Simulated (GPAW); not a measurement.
# Zn K-edge XANES of ZnAg (Pm-3m), part 2 of 2

Aim: the near-edge shape at the Zn K edge of ZnAg (Pm-3m), and what the core hole does to it.

GPAW 26.7.0; X-ray absorption from dipole matrix elements to empty bands, plane-wave PAW LDA.

So far. Step 2 (Ground state of the crystal): The mesh shows no gap, so the system is treated as a metal and the core electron is put at the Fermi level (neutral cell). Step 3 (Spectrum without a core hole, Zn atom 2): Main maxima below 30 eV (height): 7.2 eV (1.38), 13.2 eV (1.45), 16.6 eV (1.00), 21.8 eV (0.90) and 27.2 eV (1.17). A K edge sees empty p states on the absorber.

## 5. Spectrum with XCH, Zn atom 2

The holes are 7.1 Å apart. In GPAW the data set carries the hole's charge, so charge=0 means a charged cell and charge=-1 a neutral one. The excited electron is kept in the cell, where it fills the lowest empty states and screens the hole. After the field has converged, empty bands are computed with the density fixed and the dipole matrix elements are summed.

xas.py reads:

```python
import numpy as np
from ase import Atoms
from ase.parallel import parprint, paropen
from gpaw import GPAW, PW, FermiDirac, Mixer, MixerDif, setup_paths
from gpaw.test import gen
setup_paths.insert(0, '.')
gen('Zn', name='fch1s', xcname='LDA', corehole=(1, 0, 1), write_xml=True)
from gpaw.mpi import world
world.barrier()

atoms = Atoms('Ag9Zn9',
    cell=[[3.156, 0, 6.312],
     [-6.312, -3.156, 0],
     [0, -6.312, -3.156]],
    scaled_positions=[[0, 0, 0],
     [0.22222222, 0.11111111, 0.44444444],
     [0.11111111, 0.55555556, 0.22222222],
     [0.44444444, 0.22222222, 0.88888889],
     [0.66666667, 0.33333333, 0.33333333],
     [0.33333333, 0.66666667, 0.66666667],
     [0.55555556, 0.77777778, 0.11111111],
     [0.88888889, 0.44444444, 0.77777778],
     [0.77777778, 0.88888889, 0.55555556],
     [0.16666667, 0.83333333, 0.83333333],
     [0.38888889, 0.94444444, 0.27777778],
     [0.27777778, 0.38888889, 0.05555556],
     [0.61111111, 0.05555556, 0.72222222],
     [0.83333333, 0.16666667, 0.16666667],
     [0.5, 0.5, 0.5],
     [0.72222222, 0.61111111, 0.94444444],
     [0.05555556, 0.27777778, 0.61111111],
     [0.94444444, 0.72222222, 0.38888889]],
    pbc=True)
atoms.calc = calc = GPAW(legacy_gpaw=True, mode=PW(430), xc='LDA', setups={9: 'fch1s'},
    kpts={'size': (4, 4, 4), 'gamma': True}, occupations=FermiDirac(0.1),
    charge=-1, mixer=Mixer(0.1, 5, 50), maxiter=150,
    convergence={'density': 0.0001}, txt='scf.txt')
energy = atoms.get_potential_energy() + calc.get_reference_energy()
ef = calc.get_fermi_level()
out = dict(energy=energy, fermi=ef, forces=atoms.get_forces().tolist())
parprint(f'all-electron energy {energy:.4f} eV, Fermi level {ef:.4f} eV')
ev = np.array([[calc.get_eigenvalues(k, s) for k in range(len(calc.get_ibz_k_points()))] for s in range(calc.get_number_of_spins())])
out['homo'], out['lumo'], out['counts'] = ev[ev < ef].max(), ev[ev > ef].min(), sorted(set((ev < ef).sum((0, 2)).tolist()))
out['filled'] = (ev[:, 0] < ef).sum(1).tolist()

from ase.units import Ha
from gpaw.xas import dipole_matrix_elements
nb = int(calc.get_number_of_electrons() / 2) + 171
top, nb = nb, nb + 8 + nb // 12
nscf = calc.fixed_density(kpts={'size': (4, 4, 4), 'gamma': True}, nbands=nb,
    convergence={'bands': top, 'eigenstates': 1e-5}, maxiter=60, txt='nscf.txt')
cell = atoms.cell.array
ops = [cell.T @ U.T @ np.linalg.inv(cell.T) for U in nscf.wfs.kd.symmetry.op_scc]
E = np.arange(-6, 34, 0.1)
fwhm = np.interp(E, [4, 25], [1.67, 3.5])
Y, X, zero, highest = 0, 0, 1e9, 1e9
for spin in range(nscf.get_number_of_spins()):
    wfs = nscf.wfs
    A = dipole_matrix_elements(wfs.setups[9])
    eps = np.zeros((wfs.kd.nibzkpts, nb))
    d = np.zeros((3, A.shape[1], wfs.kd.nibzkpts, nb), complex)
    for kpt in wfs.kpt_u:
        if kpt.s == spin and 9 in kpt.P_ani:
            eps[kpt.k] = kpt.eps_n * Ha
            d[:, :, kpt.k] = (kpt.weight * wfs.nspins / 2) ** 0.5 * np.inner(A, kpt.P_ani[9])
    world.sum(eps)
    world.sum(d)
    T = np.einsum('amkn,bmkn->abkn', d, d.conj()).real
    T = sum(np.einsum('ai,ijkn,bj->abkn', R, T, R) for R in ops) / len(ops)
    empty = eps > ef
    zero, highest = min(zero, eps[empty].min()), min(highest, eps[:, top - 1].min())
    lines = [(eps, T, empty)] if spin == 0 else lines + [(eps, T, empty)]
for eps, T, empty in lines:
    f = np.einsum('aakn->akn', T).reshape(3, -1)
    x = eps.ravel() - zero
    w = np.interp(x, E, fwhm) / 2.35482
    g = np.exp(-0.5 * ((E[:, None] - x) / w) ** 2) / (w * (2 * np.pi) ** 0.5)
    Y = Y + (f * empty.ravel()) @ g.T
    X = X + (f * ~empty.ravel()) @ g.T
out.update(E=E.round(2).tolist(), xas=Y.tolist(), xes=X.tolist(), zero=zero, valid=highest - zero, nk=len(eps), nb=nb)
for i in range(0, len(E), 10):
    parprint(f'{E[i]:7.2f}', *(f'{v:10.3e}' for v in Y[:, i]))
import json
with paropen('out.json', 'w') as f:
    json.dump(out, f)
```

Started as:

```sh
OMP_NUM_THREADS=1 mpirun -n 4 gpaw python xas.py
```

Numbers of over 12 decimals in the logs are rounded to 6 here.

The log of the run:

```text
Input parameters:
  charge: -1
  convergence: {density: 0.0001}
  kpts: {gamma: True,
         size: (4, 4, 4)}
  maxiter: 150
  mixer: {backend: pulay,
          beta: 0.1,
          method: separate,
          nmaxold: 5,
          weight: 50}
  mode: {ecut: 430.0,
         name: pw}
  occupations: {fixmagmom: False,
                name: fermi-dirac,
                width: 0.1}
  setups: {9: fch1s}

Initialize ...

[... PAW data sets ...]

Reference energy: -1729592.231473  # eV

Spin-paired calculation

[... convergence settings ...]
Symmetries present (total): 3
  [... symmetry matrices ...]

64 k-points: 4 x 4 x 4 Monkhorst-Pack grid + [1/8,1/8,1/8]
14 k-points in the irreducible part of the Brillouin zone
       k-points in crystal coordinates                weights
   0:     0.00000000    0.00000000    0.00000000          1/64
   1:     0.25000000   -0.25000000   -0.25000000          2/64
   2:     0.25000000    0.00000000   -0.25000000          6/64
   3:     0.25000000    0.00000000    0.00000000          6/64
   4:     0.25000000    0.25000000    0.00000000          6/64
   5:     0.25000000    0.25000000    0.25000000          6/64
   6:     0.50000000    0.00000000    0.00000000          3/64
   7:     0.50000000    0.00000000    0.25000000          6/64
   8:     0.50000000    0.25000000   -0.25000000          6/64
   9:     0.50000000    0.25000000    0.00000000          6/64
          ...
  13:     0.50000000    0.50000000    0.50000000          1/64

Wave functions: Plane wave expansion
  Cutoff energy: 430.000 eV
  Number of coefficients (min, max): 5665, 5743
  Pulay-stress correction: 0.000000 eV/Ang^3 (de/decut=0.000000)
  Using FFTW library
  Wavefunction extrapolation:
    Improved wavefunction reuse through dual PAW basis

Occupation numbers: Fermi-Dirac:
  width: 0.1000  # eV

Eigensolver
   Davidson(niter=2)

Densities:
  Coarse grid: 35*35*35 grid
  Fine grid: 70*70*70 grid
  Total Charge: 0.000000

Density mixing:
  Method: separate
  Backend: pulay
  Linear mixing parameter: 0.1
  old densities: 5
  Width of damping distribution: 1.1
  Damping of long wavelength oscillations: 50

[... Hamiltonian set-up ...]
Number of atoms: 18
Number of atomic orbitals: 189
Number of bands in calculation: 162
Number of valence electrons: 262
Bands to converge: occupied

... initialized

Initializing position-dependent things.

Density initialized from atomic densities
Creating initial wave functions:
  162 bands from LCAO basis set

                          Zn
                 Zn

              Ag     Ag
            Ag    ZAg
         Zn      Zn    AZn

              AZn    Ag
            Ag     Ag
                 Zn

       Zn

Atomic positions and initial magnetic moments

Positions:
   0 Ag     0.000000    0.000000    0.000000    ( 0.0000,  0.0000,  0.0000)
   1 Ag    -0.000000   -3.156000   -0.000000    ( 0.0000,  0.0000,  0.0000)
   2 Ag    -3.156000   -3.156000   -0.000000    ( 0.0000,  0.0000,  0.0000)
   3 Ag    -0.000000   -6.312000   -0.000000    ( 0.0000,  0.0000,  0.0000)
   4 Ag     0.000000   -3.156000    3.156000    ( 0.0000,  0.0000,  0.0000)
   5 Ag    -3.156000   -6.312000   -0.000000    ( 0.0000,  0.0000,  0.0000)
   6 Ag    -3.156000   -3.156000    3.156000    ( 0.0000,  0.0000,  0.0000)
[...]
15 Zn    -1.578000   -7.890000    1.578000    ( 0.0000,  0.0000,  0.0000)
  16 Zn    -1.578000   -4.734000   -1.578000    ( 0.0000,  0.0000,  0.0000)
  17 Zn    -1.578000   -4.734000    4.734000    ( 0.0000,  0.0000,  0.0000)

Unit cell:
           periodic     x           y           z      points  spacing
  1. axis:    yes    3.156000    0.000000    6.312000    35     0.1771
  2. axis:    yes   -6.312000   -3.156000    0.000000    35     0.1771
  3. axis:    yes    0.000000   -6.312000   -3.156000    35     0.1771

  Lengths:   7.057031   7.057031   7.057031
  Angles:   66.421822 113.578178 113.578178

Effective grid spacing dv^(1/3) = 0.1876

iter:   1   -69.868601
iter:   2   -65.447708   -1.09  -1.39
iter:   3   -61.572012   -1.38  -1.47
iter:   4   -61.461172   -2.84  -1.75
iter:   5   -61.494800c  -1.94  -1.75
iter:   6   -61.225197   -2.43  -2.30
iter:   7   -61.180090   -3.23  -2.61
iter:   8   -61.171685c  -4.65  -3.17
iter:   9   -61.169947c  -4.75  -3.33
iter:  10   -61.169940c  -5.51  -3.52
iter:  11   -61.169797c  -5.74  -3.61
iter:  12   -61.169721c  -6.59  -3.70
iter:  13   -61.169681c  -6.94  -3.75
iter:  14   -61.169665c  -6.84  -3.85
iter:  15   -61.169653c  -7.29  -4.63c
iter:  16   -61.169651c  -7.56c -4.80c

Converged after 16 iterations.

Dipole moment: (-0.578400, -0.578400, -0.578400) |e|*Ang

Energy contributions relative to reference atoms: (reference = -1729592.231473)

Kinetic:        -44.553009
Potential:      +44.266546
External:        +0.000000
XC:             -62.472879
Entropy (-ST):   -0.128286
Local:           +1.653833
SIC:             +0.000000
--------------------------
Free energy:    -61.233793
Extrapolated:   -61.169651

Showing only first 2 kpts
 Kpt  Band  Eigenvalues  Occupancy
  0   129      5.83193    2.00000
  0   130      5.89439    2.00000
  0   131      5.89439    2.00000
  0   132      9.94553    0.00000

  1   129      7.40405    1.96544
  1   130      7.40405    1.96544
  1   131      8.06917    0.13693
[...]
Fermi level: 7.80812

No gap
No difference between direct/indirect transitions

Forces in eV/Ang:
  0 Ag   -0.05691   -0.05691   -0.05691
  1 Ag   -0.06985    0.06023    0.06182
  2 Ag    0.06985   -0.06023   -0.06182
  3 Ag   -0.06023   -0.06182    0.06985
  4 Ag   -0.00000   -0.00000   -0.00000
  5 Ag    0.05691    0.05691    0.05691
  6 Ag    0.06182   -0.06985    0.06023
[...]
15 Zn    0.00126    0.00454   -0.10881
 16 Zn   -0.10881    0.00126    0.00454
 17 Zn   -0.00454    0.10881   -0.00126
Scalar-relativistic atomic LDA calculation for Zn (Zinc, Z=30)
Core hole in 1s state (1s occupation: 1.0)
600 radial gridpoints.
|------------------------------------------------|
|------------------------------------------------|
[... the atom generator's iteration count ...]

Energy contributions:
-------------------------
Kinetic:    +1455.313461
XC:           -60.592874
Potential:  -2831.921453
-------------------------
Total:      -1437.200866

state      eigenvalue         ekin         rmax
-----------------------------------------------
1s^1.0 :  -362.370562   457.247084        0.033
2s^2.0 :   -45.586324    89.692358        0.186
2p^6.0 :   -40.551796    88.902557        0.147
3s^2.0 :    -5.578362    20.178333        0.572
3p^6.0 :    -3.921210    18.278078        0.568
3d^10.0:    -1.035193    13.091422        0.530
4s^2.0 :    -0.603317     2.163486        1.866
4p^0.0 :    -0.343743     1.345124        2.300
-----------------------------------------------
(units: Bohr and Hartree)

Generating PAW setup
Kinetic energy of the core from tauc = 1332.765430
Cutoffs:
rc(s)=2.430
rc(p)=2.400
rc(d)=2.230
rc(vbar)=2.260
rc(comp)=2.200
rc(nct)=2.430

Kinetic energy of the core states: 1320.072273
Charge: 1.0
Core electrons: 17.0
Valence electrons: 12.0
Pseudo-core charge: 0.063801
Shape function alpha=2.066
Pseudo-electron charge 3.436182
state    eigenvalue         norm
--------------------------------
4s(2) :    -0.603317     1.206269
*s    :     0.396683
4p(0) :    -0.343743     1.021921
*p    :     0.656257
3d(10):    -1.035193     0.095984
*d    :    -0.035193
--------------------------------

Diagonalizing with gridspacing h=0.050

state   all-electron     PAW
-------------------------------
4s:      -0.603317    -0.603615
4p:      -0.343743    -0.343956
3d:      -1.035193    -1.035651
*f:                   -0.018332
-------------------------------
all-electron energy -1729653.4011 eV, Fermi level 7.8081 eV
[...]
31.00  1.584e-07  1.584e-07  1.584e-07
  32.00  1.438e-07  1.438e-07  1.438e-07
  33.00  1.301e-07  1.301e-07  1.301e-07
```

Run time: 7.1 min. Hardware: 4 MPI ranks of Arm Neoverse V2, shared host; peak memory 0.71 GiB.

The Zn K spectrum, Zn atom 2, excited-electron core hole (neutral cell) (energy from the lowest empty level; intensity scaled to a mean of 1 over the first 20 eV):

```tsv
E (eV)	intensity
-2.0	0.00
-1.4	0.02
-0.8	0.09
-0.2	0.24
0.4	0.40
1.0	0.50
1.6	0.62
2.2	0.78
2.8	0.89
3.4	1.00
4.0	1.23
4.6	1.48
5.2	1.54
5.8	1.45
6.4	1.41
7.0	1.40
7.6	1.35
8.2	1.27
8.8	1.21
9.4	1.11
10.0	1.00
10.6	0.92
11.2	0.94
11.8	1.05
12.4	1.15
13.0	1.16
13.6	1.09
14.2	1.00
14.8	0.93
15.4	0.87
16.0	0.83
16.6	0.79
17.2	0.76
17.8	0.73
18.4	0.71
19.0	0.71
19.6	0.72
20.2	0.75
20.8	0.78
21.4	0.80
22.0	0.81
22.6	0.82
23.2	0.83
23.8	0.86
24.4	0.90
25.0	0.95
25.6	1.00
26.2	1.04
26.8	1.06
27.4	1.07
28.0	1.07
28.6	1.06
29.2	1.05
29.8	1.03
30.4	1.01
31.0	0.97
31.6	0.92
```

Main maxima below 30 eV (height): 5.0 eV (1.54), 12.8 eV (1.17) and 27.4 eV (1.07). 

The total-energy difference is 9671.98 eV. One term is added: -30.82 eV, since the hole is spin-paired here and a spin-polarised one costs that much less in the free atom (computed apart). The photon energy is then 9641.16 eV. The tabulated edge of the element is 9659 eV. The functional leaves an error in such absolute values: in the free atom LDA prices this hole 19.1 eV below PBE (computed apart), and PBE is itself good to a few eV.

## 6. Spectrum with FCH, Zn atom 2

The holes are 7.1 Å apart. In GPAW the data set carries the hole's charge, so charge=0 means a charged cell and charge=-1 a neutral one. The excited electron is left out and a uniform background balances the charge. After the field has converged, empty bands are computed with the density fixed and the dipole matrix elements are summed.

Changed against the first core-hole run: core hole to FCH.

xas.py: that of step 5 with these lines changed.

```diff
@@ -35,3 +35,3 @@
     kpts={'size': (4, 4, 4), 'gamma': True}, occupations=FermiDirac(0.1),
-    charge=-1, mixer=Mixer(0.1, 5, 50), maxiter=150,
+    charge=0, mixer=Mixer(0.1, 5, 50), maxiter=150,
     convergence={'density': 0.0001}, txt='scf.txt')
```

The log of the run:

```text
Input parameters:
  convergence: {density: 0.0001}
  kpts: {gamma: True,
         size: (4, 4, 4)}
  maxiter: 150
  mixer: {backend: pulay,
          beta: 0.1,
          method: separate,
          nmaxold: 5,
          weight: 50}
  mode: {ecut: 430.0,
         name: pw}
  occupations: {fixmagmom: False,
                name: fermi-dirac,
                width: 0.1}
  setups: {9: fch1s}

Initialize ...

[...]
*d    :    -0.035193
--------------------------------

Diagonalizing with gridspacing h=0.050

state   all-electron     PAW
-------------------------------
4s:      -0.603317    -0.603615
4p:      -0.343743    -0.343956
3d:      -1.035193    -1.035651
*f:                   -0.018332
-------------------------------
all-electron energy -1729661.0800 eV, Fermi level 7.5795 eV
[...]
32.00  1.478e-07  1.478e-07  1.478e-07
  33.00  1.331e-07  1.331e-07  1.331e-07
[key lines of the parts left out:]
Converged after 17 iterations.
Dipole moment: (-0.597530, -0.597530, -0.597530) |e|*Ang
Free energy:    -68.922755
Fermi level: 7.57951
```

It took 7.1 min on 4 MPI ranks; peak memory 0.7 GiB; 29 min of CPU time.

```tsv
E (eV)	first run	this run
-2.0	0.00	0.00
-1.0	0.06	0.05
0.0	0.30	0.29
1.0	0.50	0.48
2.0	0.73	0.66
3.0	0.92	0.89
4.0	1.23	1.13
5.0	1.54	1.52
6.0	1.43	1.47
7.0	1.40	1.41
8.0	1.30	1.33
9.0	1.18	1.21
10.0	1.00	1.05
11.0	0.92	0.92
12.0	1.09	1.04
13.0	1.16	1.17
14.0	1.03	1.07
15.0	0.91	0.94
16.0	0.83	0.85
17.0	0.77	0.78
18.0	0.72	0.73
19.0	0.71	0.71
20.0	0.74	0.73
21.0	0.79	0.78
22.0	0.81	0.81
23.0	0.83	0.82
24.0	0.87	0.86
25.0	0.95	0.93
26.0	1.03	1.02
27.0	1.07	1.06
28.0	1.07	1.07
29.0	1.05	1.06
30.0	1.03	1.04
31.0	0.97	0.99
32.0	0.88	0.91
```

Against the first run the r.m.s. difference is 3 %. The highest intensity below 24 eV goes from 5.0 eV (1.54) to 5.4 eV (1.54).

The photon energy of the zero moves by -0.06 eV.

## 7. With and without the hole

Both curves are counted from their own zero, so only the shift of weight within the empty states shows.

```tsv
E (eV)	no hole	XCH
-2.0	0.00	0.00
-1.0	0.04	0.06
0.0	0.24	0.30
1.0	0.42	0.50
2.0	0.49	0.73
3.0	0.64	0.92
4.0	0.90	1.23
5.0	1.14	1.54
6.0	1.30	1.43
7.0	1.38	1.40
8.0	1.33	1.30
9.0	1.24	1.18
10.0	1.19	1.00
11.0	1.01	0.92
12.0	1.10	1.09
13.0	1.42	1.16
14.0	1.30	1.03
15.0	0.99	0.91
16.0	0.97	0.83
17.0	0.99	0.77
18.0	0.84	0.72
19.0	0.73	0.71
20.0	0.77	0.74
21.0	0.87	0.79
22.0	0.90	0.81
23.0	0.87	0.83
24.0	0.86	0.87
25.0	0.96	0.95
26.0	1.10	1.03
27.0	1.17	1.07
28.0	1.15	1.07
29.0	1.13	1.05
30.0	1.12	1.03
31.0	1.09	0.97
32.0	1.02	0.88
```

With each curve scaled to its own mean, the area from −2 to 6 eV with the hole is 6.0 against 4.5, and the centre of weight from −1 to 20 eV moves by -0.8 eV: the hole pulls the absorber's empty states down.

## 8. Summary of results

```yaml
absorber_and_edge: Zn K, atom 2 of the ground-state input (counted from 1)
surroundings: 8 Ag at 2.73 Å and 6 Zn at 3.16 Å (cube and octahedron, as in bcc, site symmetry m-3m)
highest_intensity_below_24_ev: 5.0 eV above the zero, height 1.54
photon_energy_of_the_zero_with_the_added_terms: 9641.2 eV (raw 9672.0 eV; LDA puts this hole about 19 eV below PBE, itself good to a few eV)
```

What this shows: The Zn K edge of atom 2, with 8 Ag at 2.73 Å and 6 Zn at 3.16 Å (cube and octahedron, as in bcc, site symmetry m-3m), has its highest intensity of the first 24 eV at 5.0 eV above the zero, near 9646 eV in photon energy (LDA puts this hole about 19 eV below PBE, itself good to a few eV), 1.5 times the mean level of the first 20 eV (Gaussian full width 1.67 eV up to 4 eV, rising linearly to 3.5 eV at 25 eV). With each curve scaled to its own mean, the area from −2 to 6 eV with the hole is 6.0 against 4.5, and the centre of weight from −1 to 20 eV moves by -0.8 eV: the hole pulls the absorber's empty states down. Changing the core hole to FCH alters the shape by 3 % r.m.s., so the result is insensitive to this choice. The script folds with a Gaussian, whereas the core hole's own line is a Lorentzian, so the onset is too steep and the first peak too high. Lifetime broadening is put in by hand, and intensities beyond about 20 eV depend on it and on the partial waves. The structure is a published determination, not relaxed.

[Banner, clock and machine lines of the logs are left out without a mark of their own.]

[Logs are printed without paths, hosts, clocks, repeated set-up lines and the standing remarks that a program may print on its own settings, such as how far it seeks lower states.]

[Hosts, paths, dates, database ids (printed as entryN), source tags and the programs' standing remarks are cut or masked in the printed files.]

[Lists of maxima count a maximum above −3 eV only where it reaches 4 % of the highest in the window and stands out from its surroundings by 2 % of it (1.5 % where it reaches 55 %); shoulders and weaker maxima are passed over, and of the rest the first, up to two pre-edge ones and the few strongest are named.]
